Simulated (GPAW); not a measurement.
## Y L₃ ELNES/XANES of YRh (Pm-3m) from DFT

Aim: the near-edge shape at the Y L₃ edge of YRh (Pm-3m), and what the core hole does to it.

Main program and level: GPAW 26.7.0; X-ray absorption from dipole matrix elements to empty bands, plane-wave PAW LDA.

This is a report of a sequence of runs, with most program output left out.

**1. The structure**

It takes space group Pm-3m (No. 221, cubic). Conventional cell: a = 3.407 Å, b = 3.407 Å, c = 3.407 Å, α = 90.00°, β = 90.00°, γ = 90.00°. Nearest to Rh lie 8 Y at 2.95 Å. Nearest to Y lie 8 Rh at 2.95 Å. Farther neighbours are not listed.

Coordinates:

```cif
data_structure
_symmetry_space_group_name_H-M 'Pm-3m'
_symmetry_Int_Tables_number 221
_cell_length_a 3.4070
_cell_length_b 3.4070
_cell_length_c 3.4070
_cell_angle_alpha 90.000
_cell_angle_beta 90.000
_cell_angle_gamma 90.000
_cell_volume 39.55
loop_
_atom_site_label
_atom_site_type_symbol
_atom_site_symmetry_multiplicity
_atom_site_Wyckoff_symbol
_atom_site_fract_x
_atom_site_fract_y
_atom_site_fract_z
_atom_site_occupancy
Rh1 Rh 1 a 0.00000 0.00000 0.00000 1
Y1 Y 1 b 0.50000 0.50000 0.50000 1
```

**2. Ground state of the crystal**

A plain self-consistent run shows whether there is a gap, which decides the set-up of the core-hole run.

Input file scf.py:

```python
import numpy as np
from ase import Atoms
from ase.parallel import parprint, paropen
from gpaw import GPAW, PW, FermiDirac, Mixer, MixerDif, setup_paths
from gpaw.test import gen
setup_paths.insert(0, '.')
gen('Y', name='nch2p', xcname='LDA', corehole=(2, 1, 0), write_xml=True)
from gpaw.mpi import world
world.barrier()

atoms = Atoms('RhY',
    cell=[[3.407, 0, 0],
     [0, 3.407, 0],
     [0, 0, 3.407]],
    scaled_positions=[[0, 0, 0],
     [0.5, 0.5, 0.5]],
    pbc=True)
atoms.calc = calc = GPAW(legacy_gpaw=True, mode=PW(430, force_complex_dtype=True), xc='LDA', setups={1: 'nch2p'},
    kpts={'size': (7, 7, 7), 'gamma': True}, occupations=FermiDirac(0.05),
    charge=0, mixer=Mixer(0.1, 5, 50), maxiter=150,
    convergence={'density': 0.0001, 'eigenstates': 1e-6}, txt='scf.txt')
energy = atoms.get_potential_energy() + calc.get_reference_energy()
ef = calc.get_fermi_level()
out = dict(energy=energy, fermi=ef, forces=atoms.get_forces().tolist())
parprint(f'all-electron energy {energy:.4f} eV, Fermi level {ef:.4f} eV')
ev = np.array([[calc.get_eigenvalues(k, s) for k in range(len(calc.get_ibz_k_points()))] for s in range(calc.get_number_of_spins())])
out['homo'], out['lumo'], out['counts'] = ev[ev < ef].max(), ev[ev > ef].min(), sorted(set((ev < ef).sum((0, 2)).tolist()))
out['filled'] = (ev[:, 0] < ef).sum(1).tolist()
import json
with paropen('out.json', 'w') as f:
    json.dump(out, f)
```

Run with:

```console
$ OMP_NUM_THREADS=1 mpirun -n 4 gpaw python scf.py
```

Wall time 6.3 s (4 MPI ranks of Intel Xeon Platinum 8488C (Sapphire Rapids), shared host); peak memory 0.16 GiB.

The mesh shows a gap of only 0.04 eV, so the system is treated as a metal and the core electron is put at the Fermi level (neutral cell).

**3. Spectrum without a core hole, Y atom 2**

Without a hole the spectrum is the empty density of states of the right symmetry on the absorber, weighted by matrix elements. It needs only the small cell and serves as the baseline. The data set with a hole of occupation 0 only carries the core orbital.

The absorber has 8 Rh at 2.95 Å and 6 Y at 3.41 Å (cube and octahedron, as in bcc, site symmetry m-3m).

Input file xas.py:

```python
import numpy as np
from ase import Atoms
from ase.parallel import parprint, paropen
from gpaw import GPAW, PW, FermiDirac, Mixer, MixerDif, setup_paths
from gpaw.test import gen
setup_paths.insert(0, '.')
gen('Y', name='nch2p', xcname='LDA', corehole=(2, 1, 0), write_xml=True)
from gpaw.mpi import world
world.barrier()

atoms = Atoms('RhY',
    cell=[[3.407, 0, 0],
     [0, 3.407, 0],
     [0, 0, 3.407]],
    scaled_positions=[[0, 0, 0],
     [0.5, 0.5, 0.5]],
    pbc=True)
atoms.calc = calc = GPAW(legacy_gpaw=True, mode=PW(430, force_complex_dtype=True), xc='LDA', setups={1: 'nch2p'},
    kpts={'size': (10, 10, 10), 'gamma': True}, occupations=FermiDirac(0.1),
    charge=0, mixer=Mixer(0.1, 5, 50), maxiter=150,
    convergence={'density': 0.0001, 'eigenstates': 1e-6}, txt='scf.txt')
energy = atoms.get_potential_energy() + calc.get_reference_energy()
ef = calc.get_fermi_level()
out = dict(energy=energy, fermi=ef, forces=atoms.get_forces().tolist())
parprint(f'all-electron energy {energy:.4f} eV, Fermi level {ef:.4f} eV')
ev = np.array([[calc.get_eigenvalues(k, s) for k in range(len(calc.get_ibz_k_points()))] for s in range(calc.get_number_of_spins())])
out['homo'], out['lumo'], out['counts'] = ev[ev < ef].max(), ev[ev > ef].min(), sorted(set((ev < ef).sum((0, 2)).tolist()))
out['filled'] = (ev[:, 0] < ef).sum(1).tolist()

from ase.units import Ha
from gpaw.xas import dipole_matrix_elements
nb = int(calc.get_number_of_electrons() / 2) + 37
top = nb
nscf = calc.fixed_density(kpts={'size': (8, 8, 8), 'gamma': True},
    convergence={'eigenstates': 1.0}, txt='nscf.txt')
nscf.diagonalize_full_hamiltonian(nbands=nb)
cell = atoms.cell.array
ops = [cell.T @ U.T @ np.linalg.inv(cell.T) for U in nscf.wfs.kd.symmetry.op_scc]
E = np.arange(-25, 34, 0.1)
fwhm = np.interp(E, [4, 25], [1.5, 3.5])
Y, X, zero, highest = 0, 0, 1e9, 1e9
for spin in range(nscf.get_number_of_spins()):
    wfs = nscf.wfs
    mine = wfs.bd.get_slice()  # this rank's bands
    A = dipole_matrix_elements(wfs.setups[1])
    eps = np.zeros((wfs.kd.nibzkpts, nb))
    d = np.zeros((3, A.shape[1], wfs.kd.nibzkpts, nb), complex)
    for kpt in wfs.kpt_u:
        if kpt.s == spin and 1 in kpt.P_ani:
            eps[kpt.k, mine] = kpt.eps_n * Ha
            d[:, :, kpt.k, mine] = (kpt.weight * wfs.nspins / 2) ** 0.5 * np.inner(A, kpt.P_ani[1])
    world.sum(eps)
    world.sum(d)
    T = np.einsum('amkn,bmkn->abkn', d, d.conj()).real
    T = sum(np.einsum('ai,ijkn,bj->abkn', R, T, R) for R in ops) / len(ops)
    empty = eps > ef
    zero, highest = min(zero, eps[empty].min()), min(highest, eps[:, top - 1].min())
    lines = [(eps, T, empty)] if spin == 0 else lines + [(eps, T, empty)]
for eps, T, empty in lines:
    f = np.einsum('aakn->akn', T).reshape(3, -1)
    x = eps.ravel() - zero
    w = np.interp(x, E, fwhm) / 2.35482
    g = np.exp(-0.5 * ((E[:, None] - x) / w) ** 2) / (w * (2 * np.pi) ** 0.5)
    Y = Y + (f * empty.ravel()) @ g.T
    X = X + (f * ~empty.ravel()) @ g.T
out.update(E=E.round(2).tolist(), xas=Y.tolist(), xes=X.tolist(), zero=zero, valid=highest - zero, nk=len(eps), nb=nb)
for i in range(0, len(E), 10):
    parprint(f'{E[i]:7.2f}', *(f'{v:10.3e}' for v in Y[:, i]))
import json
with paropen('out.json', 'w') as f:
    json.dump(out, f)
```

Run with:

```console
$ OMP_NUM_THREADS=1 mpirun -n 4 gpaw python xas.py
```

Elapsed: 18 s, on 4 MPI ranks; peak memory 0.26 GiB; 69 s of CPU time.

The Y L₃ spectrum, Y atom 2, no core hole (energy from the lowest empty level; intensity scaled to a mean of 1 over the first 20 eV):

```csv
E (eV),intensity
-2.0,0.00
-1.5,0.00
-1.0,0.02
-0.5,0.08
0.0,0.21
0.5,0.45
1.0,0.79
1.5,1.17
2.0,1.49
2.5,1.62
3.0,1.58
3.5,1.48
4.0,1.49
4.5,1.76
5.0,2.03
5.5,1.90
6.0,1.53
6.5,1.31
7.0,1.26
7.5,1.15
8.0,0.94
8.5,0.76
9.0,0.69
9.5,0.72
10.0,0.79
10.5,0.86
11.0,0.92
11.5,0.98
12.0,1.02
12.5,1.03
13.0,0.98
13.5,0.89
14.0,0.77
14.5,0.65
15.0,0.54
15.5,0.49
16.0,0.48
16.5,0.52
17.0,0.58
17.5,0.66
18.0,0.73
18.5,0.77
19.0,0.78
19.5,0.76
20.0,0.72
20.5,0.68
21.0,0.64
21.5,0.62
22.0,0.60
22.5,0.59
23.0,0.57
23.5,0.55
24.0,0.54
24.5,0.55
25.0,0.57
25.5,0.60
26.0,0.63
26.5,0.65
27.0,0.66
27.5,0.67
28.0,0.67
28.5,0.67
29.0,0.68
29.5,0.68
30.0,0.69
30.5,0.68
31.0,0.65
31.5,0.62
32.0,0.58
```

Main maxima below 30 eV (height): 2.6 eV (1.62), 5.2 eV (2.03), 12.4 eV (1.03) and 19.0 eV (0.78). At an L edge the dipole rule selects empty d (and weakly s) states on the absorber, and the strong line at the onset measures the empty part of its d band.

The same matrix elements for filled bands give the Y L₃ emission of Y atom 2 (ground-state approximation; energy from the lowest empty level, largest value 1):

```
E (eV)  emission
-24.00      0.00
-23.25      0.00
-22.50      0.00
-21.75      0.00
-21.00      0.00
-20.25      0.00
-19.50      0.00
-18.75      0.00
-18.00      0.00
-17.25      0.00
-16.50      0.00
-15.75      0.00
-15.00      0.00
-14.25      0.00
-13.50      0.00
-12.75      0.00
-12.00      0.00
-11.25      0.00
-10.50      0.00
 -9.75      0.00
 -9.00      0.00
 -8.25      0.00
 -7.50      0.00
 -6.75      0.00
 -6.00      0.01
 -5.25      0.04
 -4.50      0.19
 -3.75      0.57
 -3.00      0.95
 -2.25      0.94
 -1.50      0.63
 -0.75      0.36
  0.00      0.19
  0.75      0.05
  1.50      0.00
  2.25      0.00
  3.00      0.00
```

Emission maxima: -2.6 eV (1.00).

**4. Reference energy of the supercell**

The photon energy needs a difference of total energies, so the cell and mesh of the coming hole run are first run without a hole.

Changes to scf.py since step 2:

```diff
@@ -10,11 +10,17 @@
 
-atoms = Atoms('RhY',
-    cell=[[3.407, 0, 0],
-     [0, 3.407, 0],
-     [0, 0, 3.407]],
+atoms = Atoms('Rh4Y4',
+    cell=[[3.407, 3.407, 3.407],
+     [-3.407, 3.407, -3.407],
+     [-3.407, -3.407, 3.407]],
     scaled_positions=[[0, 0, 0],
-     [0.5, 0.5, 0.5]],
+     [0, 0.5, 0.5],
+     [0.5, 0, 0.5],
+     [0.5, 0.5, 0],
+     [0.5, 0, 0],
+     [0.5, 0.5, 0.5],
+     [0, 0, 0.5],
+     [0, 0.5, 0]],
     pbc=True)
-atoms.calc = calc = GPAW(legacy_gpaw=True, mode=PW(430, force_complex_dtype=True), xc='LDA', setups={1: 'nch2p'},
-    kpts={'size': (7, 7, 7), 'gamma': True}, occupations=FermiDirac(0.05),
+atoms.calc = calc = GPAW(legacy_gpaw=True, mode=PW(430, force_complex_dtype=True), xc='LDA', setups={4: 'nch2p'},
+    kpts={'size': (5, 5, 5), 'gamma': True}, occupations=FermiDirac(0.1),
     charge=0, mixer=Mixer(0.1, 5, 50), maxiter=150,
```

Run with:

```console
$ OMP_NUM_THREADS=1 mpirun -n 4 gpaw python scf.py
```

Run time: 27 s. Hardware: 4 MPI ranks; peak memory 0.27 GiB; 1.8 min of CPU time.

Reference energy: -888050.544 eV with the cores included.

**5. Spectrum with XCH, Y atom 2**

The holes are 5.9 Å apart. In GPAW the data set carries the hole's charge, so charge=0 means a charged cell and charge=-1 a neutral one. The excited electron is kept in the cell, where it fills the lowest empty states and screens the hole. After the field has converged, empty bands are computed with the density fixed and the dipole matrix elements are summed.

Changes to xas.py since step 3:

```diff
@@ -6,3 +6,3 @@
 setup_paths.insert(0, '.')
-gen('Y', name='nch2p', xcname='LDA', corehole=(2, 1, 0), write_xml=True)
+gen('Y', name='fch2p', xcname='LDA', corehole=(2, 1, 1), write_xml=True)
 from gpaw.mpi import world
@@ -10,12 +10,18 @@
 
-atoms = Atoms('RhY',
-    cell=[[3.407, 0, 0],
-     [0, 3.407, 0],
-     [0, 0, 3.407]],
+atoms = Atoms('Rh4Y4',
+    cell=[[3.407, 3.407, 3.407],
+     [-3.407, 3.407, -3.407],
+     [-3.407, -3.407, 3.407]],
     scaled_positions=[[0, 0, 0],
-     [0.5, 0.5, 0.5]],
+     [0, 0.5, 0.5],
+     [0.5, 0, 0.5],
+     [0.5, 0.5, 0],
+     [0.5, 0, 0],
+     [0.5, 0.5, 0.5],
+     [0, 0, 0.5],
+     [0, 0.5, 0]],
     pbc=True)
-atoms.calc = calc = GPAW(legacy_gpaw=True, mode=PW(430, force_complex_dtype=True), xc='LDA', setups={1: 'nch2p'},
-    kpts={'size': (10, 10, 10), 'gamma': True}, occupations=FermiDirac(0.1),
-    charge=0, mixer=Mixer(0.1, 5, 50), maxiter=150,
+atoms.calc = calc = GPAW(legacy_gpaw=True, mode=PW(430, force_complex_dtype=True), xc='LDA', setups={4: 'fch2p'},
+    kpts={'size': (5, 5, 5), 'gamma': True}, occupations=FermiDirac(0.1),
+    charge=-1, mixer=Mixer(0.1, 5, 50), maxiter=150,
     convergence={'density': 0.0001, 'eigenstates': 1e-6}, txt='scf.txt')
@@ -31,10 +37,9 @@
 from gpaw.xas import dipole_matrix_elements
-nb = int(calc.get_number_of_electrons() / 2) + 37
-top = nb
-nscf = calc.fixed_density(kpts={'size': (8, 8, 8), 'gamma': True},
-    convergence={'eigenstates': 1.0}, txt='nscf.txt')
-nscf.diagonalize_full_hamiltonian(nbands=nb)
+nb = int(calc.get_number_of_electrons() / 2) + 137
+top, nb = nb, nb + 8 + nb // 12
+nscf = calc.fixed_density(kpts={'size': (6, 6, 6), 'gamma': True}, nbands=nb,
+    convergence={'bands': top, 'eigenstates': 5e-3}, maxiter=60, txt='nscf.txt')
 cell = atoms.cell.array
 ops = [cell.T @ U.T @ np.linalg.inv(cell.T) for U in nscf.wfs.kd.symmetry.op_scc]
-E = np.arange(-25, 34, 0.1)
+E = np.arange(-6, 34, 0.1)
 fwhm = np.interp(E, [4, 25], [1.5, 3.5])
@@ -44,3 +49,3 @@
     mine = wfs.bd.get_slice()  # this rank's bands
-    A = dipole_matrix_elements(wfs.setups[1])
+    A = dipole_matrix_elements(wfs.setups[4])
     eps = np.zeros((wfs.kd.nibzkpts, nb))
@@ -48,5 +53,5 @@
     for kpt in wfs.kpt_u:
-        if kpt.s == spin and 1 in kpt.P_ani:
+        if kpt.s == spin and 4 in kpt.P_ani:
             eps[kpt.k, mine] = kpt.eps_n * Ha
-            d[:, :, kpt.k, mine] = (kpt.weight * wfs.nspins / 2) ** 0.5 * np.inner(A, kpt.P_ani[1])
+            d[:, :, kpt.k, mine] = (kpt.weight * wfs.nspins / 2) ** 0.5 * np.inner(A, kpt.P_ani[4])
     world.sum(eps)
```

Run with:

```console
$ OMP_NUM_THREADS=1 mpirun -n 4 gpaw python xas.py
```

The job ended after 96 s (4 MPI ranks; peak memory 0.45 GiB).

The Y L₃ spectrum, Y atom 2, excited-electron core hole (neutral cell) (energy from the lowest empty level; intensity scaled to a mean of 1 over the first 20 eV):

```
E (eV)  intensity
 -2.00       0.00
 -1.25       0.05
 -0.50       0.49
  0.25       1.88
  1.00       3.04
  1.75       2.37
  2.50       1.64
  3.25       1.89
  4.00       2.03
  4.75       1.46
  5.50       0.96
  6.25       0.80
  7.00       0.68
  7.75       0.52
  8.50       0.50
  9.25       0.60
 10.00       0.72
 10.75       0.82
 11.50       0.86
 12.25       0.79
 13.00       0.65
 13.75       0.52
 14.50       0.43
 15.25       0.40
 16.00       0.44
 16.75       0.53
 17.50       0.61
 18.25       0.65
 19.00       0.63
 19.75       0.58
 20.50       0.54
 21.25       0.52
 22.00       0.51
 22.75       0.50
 23.50       0.50
 24.25       0.51
 25.00       0.54
 25.75       0.56
 26.50       0.56
 27.25       0.56
 28.00       0.56
 28.75       0.57
 29.50       0.57
 30.25       0.55
 31.00       0.50
 31.75       0.46
```

Main maxima below 30 eV (height): 1.0 eV (3.04), 3.8 eV (2.07), 11.4 eV (0.86), 18.4 eV (0.65) and 29.2 eV (0.58). 

**6. Spectrum with FCH, Y atom 2**

The holes are 5.9 Å apart. In GPAW the data set carries the hole's charge, so charge=0 means a charged cell and charge=-1 a neutral one. The excited electron is left out and a uniform background balances the charge. After the field has converged, empty bands are computed with the density fixed and the dipole matrix elements are summed.

Changed against the first core-hole run: core hole to FCH.

Changes to xas.py since step 5:

```diff
@@ -25,3 +25,3 @@
     kpts={'size': (5, 5, 5), 'gamma': True}, occupations=FermiDirac(0.1),
-    charge=-1, mixer=Mixer(0.1, 5, 50), maxiter=150,
+    charge=0, mixer=Mixer(0.1, 5, 50), maxiter=150,
     convergence={'density': 0.0001, 'eigenstates': 1e-6}, txt='scf.txt')
```

Elapsed: 97 s, on 4 MPI ranks; peak memory 0.45 GiB; 6.4 min of CPU time.

```csv
E (eV),first run,this run
-2.0,0.00,0.00
-1.0,0.11,0.08
0.0,1.32,1.04
1.0,3.04,2.97
2.0,2.01,2.29
3.0,1.74,1.64
4.0,2.03,2.03
5.0,1.25,1.39
6.0,0.83,0.85
7.0,0.68,0.71
8.0,0.49,0.51
9.0,0.56,0.51
10.0,0.72,0.67
11.0,0.85,0.81
12.0,0.82,0.83
13.0,0.65,0.68
14.0,0.49,0.51
15.0,0.41,0.41
16.0,0.44,0.41
17.0,0.56,0.51
18.0,0.65,0.62
19.0,0.63,0.63
20.0,0.56,0.57
21.0,0.52,0.52
22.0,0.51,0.50
23.0,0.49,0.49
24.0,0.50,0.49
25.0,0.54,0.52
26.0,0.56,0.55
27.0,0.56,0.55
28.0,0.56,0.55
29.0,0.58,0.56
30.0,0.56,0.56
31.0,0.50,0.51
32.0,0.45,0.45
```

Against the first run the r.m.s. difference is 8 %. The highest intensity below 24 eV goes from 1.0 eV (3.04) to 1.2 eV (3.09).

The photon energy of the zero moves by -0.08 eV.

**7. Spectrum with HCH, Y atom 2**

The holes are 5.9 Å apart. The data set carries half a charge, which charge=0 leaves uncompensated but for the background. Half a hole is Slater's transition state, a compromise that weakens the attraction. After the field has converged, empty bands are computed with the density fixed and the dipole matrix elements are summed.

Changed against the first core-hole run: core hole from full to half.

Changes to xas.py since step 6:

```diff
@@ -6,3 +6,3 @@
 setup_paths.insert(0, '.')
-gen('Y', name='fch2p', xcname='LDA', corehole=(2, 1, 1), write_xml=True)
+gen('Y', name='hch2p', xcname='LDA', corehole=(2, 1, 0.5), write_xml=True)
 from gpaw.mpi import world
@@ -23,3 +23,3 @@
     pbc=True)
-atoms.calc = calc = GPAW(legacy_gpaw=True, mode=PW(430, force_complex_dtype=True), xc='LDA', setups={4: 'fch2p'},
+atoms.calc = calc = GPAW(legacy_gpaw=True, mode=PW(430, force_complex_dtype=True), xc='LDA', setups={4: 'hch2p'},
     kpts={'size': (5, 5, 5), 'gamma': True}, occupations=FermiDirac(0.1),
```

Run time: 99 s. Hardware: 4 MPI ranks; peak memory 0.45 GiB; 6.6 min of CPU time.

```
E (eV)  first run  this run
  -2.0       0.00      0.00
  -1.0       0.11      0.04
   0.0       1.32      0.47
   1.0       3.04      1.69
   2.0       2.01      2.25
   3.0       1.74      1.60
   4.0       2.03      1.88
   5.0       1.25      1.92
   6.0       0.83      1.12
   7.0       0.68      0.93
   8.0       0.49      0.65
   9.0       0.56      0.57
  10.0       0.72      0.71
  11.0       0.85      0.85
  12.0       0.82      0.91
  13.0       0.65      0.80
  14.0       0.49      0.60
  15.0       0.41      0.46
  16.0       0.44      0.44
  17.0       0.56      0.54
  18.0       0.65      0.66
  19.0       0.63      0.69
  20.0       0.56      0.63
  21.0       0.52      0.56
  22.0       0.51      0.53
  23.0       0.49      0.51
  24.0       0.50      0.51
  25.0       0.54      0.54
  26.0       0.56      0.58
  27.0       0.56      0.60
  28.0       0.56      0.60
  29.0       0.58      0.61
  30.0       0.56      0.61
  31.0       0.50      0.56
  32.0       0.45      0.50
```

Against the first run the r.m.s. difference is 32 %. A shift of +0.8 eV leaves 15 %. The highest intensity below 24 eV goes from 1.0 eV (3.04) to 1.8 eV (2.30).

**8. Supercell without a hole, the energy reference**

The cutoff changes for the next run, so it gets a reference energy of its own.

Changes to scf.py since step 4:

```diff
@@ -23,3 +23,3 @@
     pbc=True)
-atoms.calc = calc = GPAW(legacy_gpaw=True, mode=PW(430, force_complex_dtype=True), xc='LDA', setups={4: 'nch2p'},
+atoms.calc = calc = GPAW(legacy_gpaw=True, mode=PW(600, force_complex_dtype=True), xc='LDA', setups={4: 'nch2p'},
     kpts={'size': (5, 5, 5), 'gamma': True}, occupations=FermiDirac(0.1),
```

Run with:

```console
$ OMP_NUM_THREADS=1 mpirun -n 4 gpaw python scf.py
```

Run time: 39 s. Hardware: 4 MPI ranks; peak memory 0.33 GiB.

Reference energy: -888050.678 eV with the cores included.

(Continued in part 2 of 2.)

[Logs are printed without paths, hosts, clocks, repeated set-up lines and the standing remarks that a program may print on its own settings, such as how far it seeks lower states.]

[Hosts, paths, dates, database ids (printed as entryN), source tags and the programs' standing remarks are cut or masked in the printed files.]

[Lists of maxima count a maximum above −3 eV only where it reaches 4 % of the highest in the window and stands out from its surroundings by 2 % of it (1.5 % where it reaches 55 %); shoulders and weaker maxima are passed over, and of the rest the first, up to two pre-edge ones and the few strongest are named.]
